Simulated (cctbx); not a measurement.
**Lattice, Laue class and space group of a new crystal**

Cell: a = 7.9100 Å, b = 7.9100 Å, c = 9.6450 Å, α = 90.00°, β = 90.00°, γ = 120.00°. Expected content of the cell: Tl3 Br9 Mn3.

Simulated single-crystal data (cctbx): Mo Kα, λ = 0.71073 Å, to d = 0.65 Å, 80 % of the full sphere, strongest reflection 70000 counts, noise from counting, a 3 % proportional error and a noise floor of 2 counts (s.d.); no absorption.

A first pass over the reflections prints:

```text
6355 reflections to d = 0.650 A
centring   violations  <I/sigma> of those
    A       1024 of  3145      8.6
    B       1032 of  3144      8.7
    C       1056 of  3171      7.9
    I       1035 of  3151      8.7
    R          0 of  4260      0.0
    F       1556 of  4730      8.4
Laue class    unique    Rint  (classes that these axes allow; Friedel mates merged)
R -3 :H           440   0.030
R -3 m :H         264   0.030
space group    extra absences  I>4sigma  <I/sigma>
R 3 2 :H                0          0         -  acentric
R 3 m :H                0          0         -  acentric
R -3 m :H               0          0         -  centric
Wilson B = 0.66 A^2   <|E^2-1|> = 0.814 (0.968 centric, 0.736 acentric)   E^2>4: 0.0 %
shell (A)         n   <I/sigma>
 5.59 - 1.30     41     53.2
 1.30 - 1.03     35     54.6
 1.03 - 0.90     34     60.8
 0.90 - 0.82     31     49.8
 0.82 - 0.76     34     56.4
 0.76 - 0.72     27     54.8
 0.72 - 0.68     33     48.8
 0.68 - 0.65     29     52.1
```

Q: Read the symmetry from these tables.

The reflections that R centring forbids are absent (⟨I/σ⟩ near 0), so the lattice is R.

Rint stays low (0.030) up to R -3 m :H, the highest class in these axes.

3 settings pass the absence test. No glide or screw absences show, which leaves R 3 2, R 3 m and R -3 m.

⟨|E²−1|⟩ = 0.814 lies between the two ideal values. The Wilson B of 0.66 Å² means U ≈ 0.0084 Å².

The true group is R3m (no. 160), Laue class -3m, non-centrosymmetric. The tables only narrow the choice to the tied entries; cell content, site symmetry and trial solutions must settle it.

The model is made up (kin elements in a known structure type, no relaxation), so it says nothing on whether the phase exists.

[Logs are printed without paths, hosts, clocks, repeated set-up lines and the standing remarks that a program may print on its own settings, such as how far it seeks lower states.]
